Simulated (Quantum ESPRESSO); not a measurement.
Computed results, one entry a study.

MnSi: parallel and opposed starts. The structure is cubic, space group P2_13 (No. 198). Conventional cell: a = 4.548 Å, b = 4.548 Å, c = 4.548 Å, α = 90.00°, β = 90.00°, γ = 90.00°. Nearest to Mn lie 7 Si at 2.30 to 2.53 Å. Nearest to Si lie 7 Mn at 2.30 to 2.53 Å. Farther neighbours are not listed. The calculation used PBEsol; plane waves with GBRV 1.5 PBEsol potentials, no spin-orbit coupling, projections on orthogonalised atomic orbitals (and 2 further levels or steps) in Quantum ESPRESSO 7.5, with GBRV 1.5 PBEsol, potential files Si: si_pbesol_v1.uspp.F.UPF, Mn: mn_pbesol_v1.5.uspp.F.UPF, cutoff 544.23 eV, 6×6×6 k-mesh, 58 bands, fermi-dirac occupations, smearing width 0.1 eV, collinear spin, SCF threshold 1.60e-8, starting moments 3.5 3.5 3.5 -3.5 0 0 0 0 μB in one of its runs. The lowest state found is ferromagnetic (from ferro ++++ and ferri +++-), the largest site moment is 0.978 μB and the next state with moments is antiferromagnetic, 36.3 meV a seeded atom higher. It took 5 runs, 12 min in all on 4 MPI ranks of Arm Neoverse V1, shared host (the runs of this entry). The smearing terms TS of the orders run from 50 to 75 meV a seeded atom, so the differences would change at a smaller width: an order with a larger TS is lowered more by the smearing. 1 start left the typed signs, so such an energy belongs to the state reached, not the one typed. The database entry behind the starting cell differs from later determinations by our own check (0.1 to 0.3 % short, probably kX units). This is the lowest of 3 collinear or spinless starts, no proof of the ground state.

[Hosts, paths, dates, database ids (printed as entryN), source tags and the programs' standing remarks are cut or masked in the printed files.]

[Where a cell is said to come from a database of computed structures, the database is the Materials Project.]
